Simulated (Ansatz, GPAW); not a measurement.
# Polarising Mg/Ir(111) with a field along the normal

The dipole of the cell at several fields, atoms fixed. What does the strongest field give, and what length does the slope stand for?

How it was computed: GPAW 26.7.0, plane waves (400 eV), PAW setups, PBE, 13×13 mesh, a dipole layer in the vacuum; geometry relaxed without an applied field with Ansatz 0.2.0. The cell's area is 6.39 Å², and e/ε0 = 180.95 V Å.

Results, with one row withheld:

```tsv
field (V/Å)	dipole (e Å)
−0.2	−0.0343
−0.1	0.0109
−0.05	0.0335
0.05	0.0786
0.1	0.1012
0.2	0.1463
0.3	?
```

To predict: What is the dipole at 0.3 V/Å?

Worked answer. A line through the 6 points has the slope α = 0.451 e Å per V/Å and the intercept p₀ = 0.0560 e Å (r.m.s. residual 2.7e−05). At 0.3 V/Å it gives p = 0.0560 + 0.451 × 0.3 = 0.1915 e Å; the run gives 0.1914 e Å, so the response stays linear to 0.1 % of the induced part. Dividing by ε0 and the area: α/(ε0 A) = 0.451 × 180.95 / 6.39 = 12.79 Å, against 9.34 Å between the outer nuclei.

**Limits.** This is the electronic response alone; ions that move would add to it in polar layers. No run was spin-polarised, so magnetic states weren't tested. Spin-orbit coupling is left out, which matters for the heavier atoms here.

[Logs are printed without paths, hosts, clocks, repeated set-up lines and the standing remarks that a program may print on its own settings, such as how far it seeks lower states.]
